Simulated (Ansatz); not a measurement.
# TiTeSe monolayer, Janus: from the cell to its phonons, part 2 of 2

The cell of TiTeSe monolayer, Janus is at rest. What are its phonons? After the zone centre comes a 4×4×1 q mesh on a 20×20×1 k mesh.

Ansatz 0.2.0; DFT LDA, scalar-relativistic, plane waves, PAW.

So far. Step 2 (Zone-centre response): Before it was imposed, the acoustic sum rule was missed by 4.4e-5 eV/Å². Small misses are needed for a sound result but don't prove that mesh and cutoff are converged. The lowest optical mode is real, 107 cm⁻¹.

## Step 3: Response at finite wavevector

Stability and thermal properties need the whole zone. Linear response on a 4×4×1 q mesh gives force constants as far as a supercell of that size would.

File input.yaml:

```yaml
crystal:
  lattice:
    - [3.5348494999, 0.0, 0.0]
    - [-1.7674247499, 3.0612694655, 0.0]
    - [0.0, 0.0, 30.0]
  atoms:
    - { symbol: Ti, position: [0.0, 0.0, 0.3369655942] }
    - { symbol: Se, position: [0.3333333333, 0.6666666667, 0.384153163] }
    - { symbol: Te, position: [0.6666666667, 0.3333333333, 0.2755479094] }
  periodic: [true, true, false]
kpoints:
  mp_grid: { grid: [20, 20, 1] }
hamiltonian:
  xc: lda
scf:
  occupations: { method: methfessel_paxton, width: 0.15 }
output:
  eigenvalues: true
phonons:
  method: dfpt
  qmesh: [4, 4, 1]
  temperatures: { t_max: 1000, t_step: 50 }
  qpath:
    path:
      - [0.0, 0.0, 0.0]
      - [0.5, 0.0, 0.0]
      - [0.33333333, 0.33333333, 0.0]
      - [0.0, 0.0, 0.0]
    npoints: 10
```

On the command line:

```sh
ansatz run input.yaml --threads 8 --pin off --max-ram 14336MiB --backend cpu --events-out ev --progress --plain --runs-dir out
```

Numbers of over 12 decimals in the logs are rounded to 6 here.

The log of the run:

```text
[...]
Crystal: 3 atoms, lattice volume = 324.634 Å³
Basis set: ecut = 420 eV, 6299 PW (Γ), exchange–correlation on 48×48×432 points (8 copies of the dense FFT grid, shifted against one another)
Bands: 27, of which v1, the nominal top of the filled ones, is band 22 counted from 1 (21 counted from 0)
Symmetry: 6 space group operations
k-points: 44 of 400 (time reversal used)
[...]
SCF iter   1: F=—  HF=-14663.436874 eV  |F-HF|=—  |Δ(HF+E_count)|=         —  Δρ=3.03e-3  dr2=2.20e-1  ethr=1.77e-3  ⟨swp⟩=12.1  Hψ=7455  notcnv=0
[...]
SCF iter  11: F=-14663.416020 eV  HF=-14663.416020 eV  |F-HF|=5.00e-10  |Δ(HF+E_count)|=   1.92e-9  S|Δr|=    0.00e0  Δρ=3.81e-8  dr2=3.99e-12  ethr=1.00e-12  ⟨swp⟩=13.6  Hψ=8079  notcnv=0
SCF 1 converged in 11 iterations: F = -14663.416020 eV  dr2 = 3.99e-12
[...]
phonons: the bands overlap, so this run is a metal and interpolates without the dipole-dipole term. If the crystal is really an insulator or semiconductor, its LO-TO splitting is missing
NSCF: frozen V_eff on 44 k-points
[...]
DFPT response loops at q = (0, 0, 0) (fractional): preconditioner auto → none (partly filled bands, converged f_vac=0.760); β = 0.50; Broyden in place of MSR1
[...]
SCF converged after 11 iterations
[...]
Free energy (F): -14663.416020 eV
[...]
Internal energy: -14663.415780 eV  (E = F + TS)
E sigma→0 (E₀):  -14663.415960 eV
Entropy (-TS):   -0.000241 eV (-0.080 meV/atom)
Fermi energy:    -5.067863 eV
[...]
--- Band table (eV; the first three rows and the last of 44) ---
  k-point 0: bands = [... 18 lower, -7.2777, -7.0216, -4.6700, -4.6700, -4.3326, -3.8332, -3.8332, -1.3024, ... 1 higher]
  k-point 1: bands = [... 18 lower, -7.2732, -6.8467, -4.8247, -4.7660, -4.4180, -3.7956, -3.7584, -1.5248, ... 1 higher]
  k-point 2: bands = [... 18 lower, -7.2624, -6.6403, -5.3298, -4.9735, -4.5055, -3.7390, -3.6168, -1.9727, ... 1 higher]
  k-point 43: bands = [... 18 lower, -9.0585, -8.1126, -7.4880, -7.2428, -4.0171, -3.8500, -3.7591, -2.5024, ... 1 higher]
--- Phonons (Γ-DFPT): 6 representative perturbations + reference (Σ response iterations 27) ---
  ASR residual: 6.265e-5 → 0.000e0 eV/Å²; symmetrization residual: 2.802e-5 eV/Å²
  ASR residual per site (eV/Å²): 1.27e-5 4.72e-5 6.27e-5
  Γ frequencies (cm⁻¹): 0.00 0.00 0.00 106.05 106.05 163.78 201.90 201.90 322.25
--- Phonons (arbitrary-q DFPT): 4 irreducible q on the 4×4×1 mesh ---
  q = [0.0000, 0.0000, 0.0000] (star 1, of the zone-centre solve; hermiticity 3.83e-6, symmetrization 7.93e-11): -0.00 0.00 0.00 106.05 106.05 163.78 201.90 201.90 322.25
  q = [0.0000, 0.2500, 0.0000] (star 6, 9 solved perturbations on 210 of 400 k-point pairs; hermiticity 4.31e-6, symmetrization 4.33e-9): 42.73 62.77 94.61 112.09 130.16 160.00 195.14 239.23 296.39
[...]
q = [0.2500, 0.2500, 0.0000] (star 6, 6 solved perturbations in 1830 linear systems a pass and spin channel, the states on 400 of 400 k-point pairs; hermiticity 2.73e-6, symmetrization 8.59e-10): 78.76 97.07 115.99 135.47 142.86 164.77 229.92 254.22 285.71
  sum rule: each row above includes the acoustic sum rule's correction from the zone centre's row sums; it moved no ω² by more than (0.40 cm⁻¹)²
  mesh force constants: q→R imaginary residual 6.54e-18; ASR residual 6.265e-5 → 0.000e0 eV/Å²; symmetrization residual 5.329e-15 eV/Å²
  interpolated dispersion: 31 rows × 9 modes
  density of states and harmonic sums: on the 20×20×1 q-mesh, interpolated from the force constants of a 4×4×1 supercell (no non-analytic term)
  largest difference from the sums on the solved wave vectors: F 5.24e-2 eV, S 6.66e-5 and C_V 1.42e-5 eV/K
  zero-point energy: 0.086791 eV/cell   skipped modes (ω ≤ 0): 4, of them read as no rigid motion or as one in doubt: 1 (1.500e-2 modes/cell left out, lowest -2.36 cm⁻¹)   left out of the sums: 2.50e-3 of the cell's modes: C_V's classical limit lies that fraction below 3 k_B per atom; for a crystal, a wire or a layer, F and S can be off by more, and a phonons.interpolated_qmesh denser along its periods is the remedy for the sampling
```

It took 14 min on 8 threads of Arm Neoverse V1, shared host; peak memory 6.8 GiB; 1.8 h of CPU time.

Numbers from this step:

```
sum-rule residual before enforcement                       : 6.27e-5 eV/Å²
lowest frequency on the path                               : -2.360 cm⁻¹
highest frequency on the path or at a solved wavevector    : 322.3 cm⁻¹
mean frequency                                             : 155.9 cm⁻¹
highest optical mode at the zone centre (no LO-TO term)    : 322.2 cm⁻¹
lowest optical zone-centre mode                            : 106.0 cm⁻¹
lowest mode on the q mesh (acoustic modes at Γ apart)      : 42.73 cm⁻¹
zero-point energy per atom                                 : 28.93 meV
heat capacity at 300 K                                     : 23.54 J/(mol atoms K)
vibrational entropy at 300 K                               : 36.22 J/(mol atoms K)
edges of the widest gap between branches, on path and mesh : 267, 283 cm⁻¹
```

Frequencies (cm⁻¹) solved at each irreducible wavevector; negative means imaginary. Frequencies by wavevector, by row:

```csv
q in reciprocal lattice units,star,mode 1,mode 2,mode 3,mode 4,mode 5,mode 6,mode 7,mode 8,mode 9
0 0 0,1,0,0,0,106,106,163.8,201.9,201.9,322.2
0 0.25 0,6,42.7,62.8,94.6,112.1,130.2,160,195.1,239.2,296.4
0 -0.5 0,3,87.5,90.9,102.1,119,142.6,156.4,168.5,236.4,299.1
0.25 0.25 0,6,78.8,97.1,116,135.5,142.9,164.8,229.9,254.2,285.7
```

Interpolated from a 4×4×1 q mesh. Phonon branches along the path, in cm⁻¹:

| point | branch 1 | branch 2 | branch 3 | branch 4 | branch 5 | branch 6 | branch 7 | branch 8 | branch 9 |
| --- | --- | --- | --- | --- | --- | --- | --- | --- | --- |
| Γ | 0 | 0 | 0 | 106 | 106 | 164 | 202 | 202 | 322 |
| halfway | 43 | 63 | 95 | 112 | 130 | 160 | 195 | 239 | 296 |
| M | 88 | 91 | 102 | 119 | 143 | 156 | 168 | 236 | 299 |
| halfway | 87 | 101 | 119 | 130 | 144 | 166 | 216 | 238 | 298 |
| K | 90 | 107 | 119 | 142 | 148 | 167 | 239 | 267 | 294 |
| halfway | 50 | 74 | 99 | 122 | 132 | 160 | 210 | 244 | 289 |
| Γ | 0 | 0 | 0 | 106 | 106 | 164 | 202 | 202 | 322 |

The phonon branches as a text plot (rows in cm⁻¹):

```
    316 |*******                                           ******
    302 |       ****    **************                *****
    288 |           ****              ****************
    275 |
    261 |                             *********
    248 |           ****             *         *******
    234 |       ****    ***********************       ***
    221 |     **                   *           *****     **
    207 |*******                                    *************
    194 |       ******            *
    180 |             **        **
    167 |*****    ************************************       ****
    153 |     ****        *****       *******         *******
    140 |           ********************************
    126 |       ****           *****              *********
    113 |*******************************************  ***********
     99 |         ****  ****************   *******  **
     86 |       **      ***********************   **  ***
     72 |     **    ****                       ***  **   **
     58 |       ******                            **  *******
     45 |   ****  **                                **
     31 |   **  **                                    ***  *****
     18 | **  **                                         **  ***
      4 |*****                                             ******
         Γ                   M           K                      Γ
```

Tetrahedra on a 20×20×1 mesh, mean over bins of 5 cm-1. Interpolated from a 4×4×1 q mesh. Table of phonon density of states by wavenumber; read off at these points:

```
wavenumber (cm⁻¹)  phonon density of states (1/cm⁻¹/cell)
               -2                                 0.00263
                8                                 0.00453
               18                                 0.00651
               22                                 0.00752
               32                                 0.00985
               42                                  0.0126
               52                                  0.0169
               58                                  0.0200
               68                                  0.0282
               78                                  0.0388
               88                                  0.0663
               92                                  0.0330
              102                                  0.0423
              112                                  0.0851
              118                                   0.111
              122                                  0.0362
              128                                  0.0358
              138                                  0.0506
              142                                  0.0838
              148                                  0.0194
              158                                  0.0453
              162                                   0.115
              172                                  0.0100
              182                                  0.0096
              192                                  0.0123
              198                                  0.0178
              208                                  0.0206
              218                                  0.0136
              228                                  0.0146
              232                                  0.0177
              242                                  0.0596
              252                                  0.0166
              262                                 0.00382
              268                                  4.1e-4
              278                                       0
              288                                  0.0294
              292                                  0.0683
              298                                  0.0603
              302                                 0.00968
              312                                  0.0074
              322                                  0.0024
```

The partial phonon density of states has structure finer than the step of the table below, so its rows give means over 10 cm⁻¹, whole bins alone (the curve runs from -12.3 to 342 cm⁻¹). Peaks (cm⁻¹: height): Se 116.9: 0.0297, 141.4: 0.0468, 163.7: 0.0622, 201.6: 0.0124, 239.4: 0.0151, 292.9: 0.0095; Te 85.7: 0.0450, 116.9: 0.0528, 141.4: 0.024, 163.7: 0.0335; Ti 85.7: 0.0112, 116.9: 0.0154, 163.7: 0.00951, 201.6: 0.0256, 239.4: 0.0444, 295.1: 0.0526.

Phonopy on the run's constants, 19x19x1 mesh, Gaussian sigma 2.5 cm-1. Interpolated from a 4×4×1 q mesh. Partial phonon density of states against wavenumber; means over each step; values in 1/cm⁻¹/cell:

```csv
wavenumber (cm⁻¹),Se,Te,Ti
0,9.7e-4,0.00162,5.9e-4
10,0.00136,0.00238,8.5e-4
20,0.00212,0.00375,0.00133
30,0.00269,0.00494,0.00172
40,0.00327,0.00627,0.00214
50,0.00425,0.00863,0.00287
60,0.00576,0.0127,0.00405
70,0.00696,0.0174,0.00538
80,0.00925,0.0291,0.00802
90,0.00835,0.0320,0.00753
100,0.00830,0.0254,0.00743
110,0.0230,0.0361,0.0140
120,0.0241,0.0369,0.0111
130,0.0209,0.0126,0.00495
140,0.0377,0.0195,0.00407
150,0.0114,0.00554,8.7e-4
160,0.0416,0.0241,0.00501
170,0.0214,0.0108,0.00508
180,0.00339,4.6e-4,0.00344
190,0.00539,5.4e-4,0.00768
200,0.00920,2.8e-4,0.0184
210,0.00748,6.2e-4,0.0169
220,0.00291,4.2e-4,0.00742
230,0.00472,8.2e-4,0.0135
240,0.0127,0.00258,0.0394
250,0.00456,0.00132,0.0187
260,9.0e-4,2.3e-4,0.00494
270,1.2e-4,2.9e-5,7.7e-4
280,0.00113,1.3e-4,0.00509
290,0.00707,0.00108,0.0366
300,0.00511,0.00102,0.0299
310,0.00125,4.2e-4,0.00635
320,6.8e-4,2.8e-4,0.00368
330,2.5e-5,9.5e-6,1.3e-4
```

Harmonic thermodynamic functions per atom, from the density of states. Interpolated from a 4×4×1 q mesh. Thermodynamic functions, by row:

| T (K) | F_vib (meV/atom) | S (J/mol-atom/K) | C_V (J/mol-atom/K) |
| --- | --- | --- | --- |
| 0 | 28.93 | 0 | 0 |
| 100 | 23.44 | 13.31 | 16.57 |
| 200 | 2.09 | 26.94 | 22.06 |
| 300 | -30.91 | 36.22 | 23.54 |
| 400 | -72.17 | 43.08 | 24.11 |
| 500 | -119.7 | 48.49 | 24.38 |
| 600 | -172.4 | 52.95 | 24.53 |
| 700 | -229.2 | 56.74 | 24.62 |
| 800 | -289.8 | 60.03 | 24.68 |
| 900 | -353.6 | 62.94 | 24.72 |
| 1000 | -420.2 | 65.55 | 24.75 |

Symmetry leaves 4 wavevectors to solve. The lowest mode among them, the acoustic zeros apart, lies at q = (0, 0.25, 0) and is real, 42.7 cm⁻¹.

## Step 4: Another isotope, element Se, natural mass 78.971 amu

An isotope changes the mass and not the force constants, so no new electronic calculation is needed; the shifts show which modes move this element.

The same force constants with the mass of Se changed from 78.971 to 81.917 u (phonopy, no LO-TO term). Both lists are sorted by frequency; levels can cross, so a row need not hold one and the same mode. Modes under 3 cm⁻¹ are left out. Isotope shifts, by row:

```
          q  rank  natural mass (cm⁻¹)  changed mass (cm⁻¹)
      0 0 0     4                  106                105.3
      0 0 0     5                  106                105.3
      0 0 0     6                163.8                162.2
      0 0 0     7                201.9                200.8
      0 0 0     8                201.9                200.8
      0 0 0     9                322.2                321.4
   0 0.25 0     1                42.73                42.51
   0 0.25 0     2                62.77                62.49
   0 0.25 0     3                94.61                94.17
   0 0.25 0     4                112.1                111.3
   0 0.25 0     5                130.2                128.9
   0 0.25 0     6                  160                158.3
   0 0.25 0     7                195.1                193.9
   0 0.25 0     8                239.2                238.4
   0 0.25 0     9                296.4                295.5
   0 -0.5 0     1                87.51                87.51
   0 -0.5 0     2                90.89                90.51
   0 -0.5 0     3                102.1                101.6
   0 -0.5 0     4                  119                118.6
   0 -0.5 0     5                142.6                140.9
   0 -0.5 0     6                156.4                154.4
   0 -0.5 0     7                168.5                166.8
   0 -0.5 0     8                236.4                235.2
   0 -0.5 0     9                299.1                298.5
0.25 0.25 0     1                78.76                78.44
0.25 0.25 0     2                97.07                96.81
0.25 0.25 0     3                  116                115.5
0.25 0.25 0     4                135.5                133.9
0.25 0.25 0     5                142.9                141.3
0.25 0.25 0     6                164.8                  163
0.25 0.25 0     7                229.9                228.8
0.25 0.25 0     8                254.2                253.5
0.25 0.25 0     9                285.7                284.9
```

A mode of this element alone would shift by -1.81 %. The highest zone-centre frequency without the field goes from 322.2 to 321.4 cm⁻¹ (-0.3 %). The product of the frequency ratios over all optical modes at Γ is 0.963; the product rule, (m/m′)^(3k/2) (M′/M)^(3/2) with k = 1 such atoms and M the mass of the cell, gives 0.963.

## Step 5: Isotope substitution, element Te, natural mass 127.6 amu

The same for Te, from 127.60 to 129.91 u.

A mode of this element alone would shift by -0.89 %. The highest zone-centre frequency without the field goes from 322.2 to 322.1 cm⁻¹ (-0.1 %). The product of the frequency ratios over all optical modes at Γ is 0.987; the product rule, (m/m′)^(3k/2) (M′/M)^(3/2) with k = 1 such atoms and M the mass of the cell, gives 0.987.

## Step 6: Another isotope, element Ti, natural mass 47.867 amu

The same for Ti, from 47.87 to 49.94 u.

The same force constants with the mass of Ti changed from 47.867 to 49.945 u (phonopy, no LO-TO term). Both lists are sorted by frequency; levels can cross, so a row need not hold one and the same mode. Modes under 3 cm⁻¹ are left out. Isotope shifts, by row:

```csv
q,rank,natural mass (cm⁻¹),changed mass (cm⁻¹)
0 0 0,4,106,105.8
0 0 0,5,106,105.8
0 0 0,6,163.8,163.7
0 0 0,7,201.9,199
0 0 0,8,201.9,199
0 0 0,9,322.2,316.9
0 0.25 0,1,42.73,42.56
0 0.25 0,2,62.77,62.52
0 0.25 0,3,94.61,94.3
0 0.25 0,4,112.1,111.7
0 0.25 0,5,130.2,129.8
0 0.25 0,6,160,160
0 0.25 0,7,195.1,192.6
0 0.25 0,8,239.2,235.5
0 0.25 0,9,296.4,291.5
0 -0.5 0,1,87.51,87.3
0 -0.5 0,2,90.89,90.51
0 -0.5 0,3,102.1,100.7
0 -0.5 0,4,119,118.8
0 -0.5 0,5,142.6,142.4
0 -0.5 0,6,156.4,155.7
0 -0.5 0,7,168.5,168
0 -0.5 0,8,236.4,233
0 -0.5 0,9,299.1,293.7
0.25 0.25 0,1,78.76,78.45
0.25 0.25 0,2,97.07,96.79
0.25 0.25 0,3,116,115.7
0.25 0.25 0,4,135.5,135.2
0.25 0.25 0,5,142.9,142.7
0.25 0.25 0,6,164.8,164.5
0.25 0.25 0,7,229.9,226.6
0.25 0.25 0,8,254.2,250
0.25 0.25 0,9,285.7,280.8
```

A mode of this element alone would shift by -2.10 %. The highest zone-centre frequency without the field goes from 322.2 to 316.9 cm⁻¹ (-1.7 %). The product of the frequency ratios over all optical modes at Γ is 0.950; the product rule, (m/m′)^(3k/2) (M′/M)^(3/2) with k = 1 such atoms and M the mass of the cell, gives 0.950.

## Step 7: Results

```yaml
space_group_within_0p01_a: P3m1
area_per_atom: 3.61 Å²
electronic_character: no gap on this mesh
highest_optical_mode_at_the_zone_centre_no_lo_to_term: 322 cm⁻¹
lowest_optical_zone_centre_mode: 107 cm⁻¹
lowest_mode_on_the_q_mesh_acoustic_modes_at_gamma_apart: 42.7 cm⁻¹
highest_frequency_on_the_path_or_at_a_solved_wavevector: 322 cm⁻¹
zero_point_energy_per_atom: 28.9 meV
heat_capacity_at_300_k: 23.5 J/(mol atoms K)
vibrational_entropy_at_300_k: 36.2 J/(mol atoms K)
imaginary_modes_on_the_4x4x1_q_mesh: none
```

The structure is a minimum as far as tested: no mode is imaginary at the 4 irreducible wavevectors of the 4×4×1 mesh, and the softest away from the acoustic zeros lies at 43 cm⁻¹. The optical modes at Γ span 107 to 322 cm⁻¹. The highest mode in this list at Γ, 322.4 cm⁻¹, is mostly motion of Ti (80 % of the kinetic energy). On the path and the mesh, the widest gap between branches runs from 267 to 283 cm⁻¹. With no gap, or one that is small against the smearing, the frequencies hang on the k mesh and the smearing, most of all near Kohn anomalies. In a sheet or slab the interpolated bending branch near Γ is rough, since the rotational sum rule isn't imposed. A semilocal functional can close a gap that the real compound would have, so the metallic treatment may be an artefact of the level. Spin-orbit coupling is left out, which can matter for the heavy elements here. The starting cell was built on a prototype and not taken from a measurement. These are harmonic frequencies at zero temperature: anharmonic shifts, linewidths and thermal expansion are left out.

[Logs are printed without paths, hosts, clocks, repeated set-up lines and the standing remarks that a program may print on its own settings, such as how far it seeks lower states.]

[Hosts, paths, dates, database ids (printed as entryN), source tags and the programs' standing remarks are cut or masked in the printed files.]
